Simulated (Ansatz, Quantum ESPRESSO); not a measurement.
# Equation of state of diamond Ge

How stiff is diamond Ge under hydrostatic load? Each row relaxes cell and atoms at a set pressure. The phase is followed to these pressures whether or not it stays the stable one.

Calculated with Quantum ESPRESSO 7.5, PBEsol, GBRV 1.5 ultrasoft potentials, cutoff 680 eV, Fermi–Dirac smearing 0.02 eV, k-mesh 8×8×8, no spin polarisation, no spin-orbit coupling.

The runs at 30 GPa are left out: their cell edges leave the smooth trend of the others, as when the structure changes.

Reference cell, relaxed at zero pressure with PBEsol (Fd-3m): a = 4.0105 Å, b = 4.0105 Å, c = 4.0105 Å, α = 60.00°, β = 60.00°, γ = 60.00°.

```
atom       x       y       z
  Ge  0.5000  0.5000  0.5000
  Ge  0.7500  0.7500  0.7500
```

| V (Å³/atom) | V/V0 | P (GPa) | E − E0 (meV/atom) |
| --- | --- | --- | --- |
| 24.4277 | 1.0711 | −3.949 | 20.4 |
| 21.3977 | 0.9382 | 4.947 | 20.9 |
| 19.5690 | 0.8581 | 14.885 | 130.9 |
| 18.8928 | 0.8284 | 19.891 | 204.5 |

V0 = 22.8061 Å³ an atom, where the residual pressure P0 is −0.060 GPa. **Question.** Fit the Birch–Murnaghan law and give the pressure and the energy at V = 20.3808 Å³ an atom, a row left out above.

With the Eulerian strain f = ½[(V0/V)^(2/3) − 1] and F = (P − P0)/[3f(1 + 2f)^(5/2)], the third-order law is the line F = B0 + (3/2) B0 (B′ − 4) f.

```csv
f,F (GPa)
0.06686,72.68
0.05372,71.85
0.02171,69.14
−0.02238,64.95
```

A straight line through the 4 rows: the means are 0.02998 for f and 69.655 for F, Σ(Δx)² = 0.004734 and ΣΔxΔy = 0.4143, so the slope is 0.4143/0.004734 = 87.518 and the intercept 69.655 − (87.518)(0.02998) = 67.031.

Hence B0 = 67.0 GPa and B′ = 4 + (87.5)/(1.5 × 67.0) = 4.87. For the withheld volume f = 0.03892, F = 70.44 GPa and P = 9.86 GPa. The run itself gives 9.90 GPa, so the estimate misses by 0.04 GPa; the fitted rows themselves lie up to 0.05 GPa off the law.

Integrating the same law gives E − E0 = (9/2) B0 V0 f²[1 + (B′ − 4) f] + P0(V0 − V), with 1 GPa Å³ = 6.2415 meV: 66.3 meV an atom. The run itself gives 68.0 meV, so the estimate misses by 1.7 meV; the fitted rows themselves lie up to 2.9 meV off the law.

The same fit over all rows at other levels or in other programs gives B0 = 67 GPa with PBEsol (Ansatz).

Measured volume: 22.639 Å³ an atom (doi:10.1107/S0021889875010965, 298.15 K), so V0 is +0.7 % off. A stiffness follows the volume as d ln B/d ln V = −B′, which moves B0 by about +4 % when it is taken at the measured volume.

The calculation is for a static lattice, while measurements hold thermal and zero-point motion.

[Logs are printed without paths, hosts, clocks, repeated set-up lines and the standing remarks that a program may print on its own settings, such as how far it seeks lower states.]
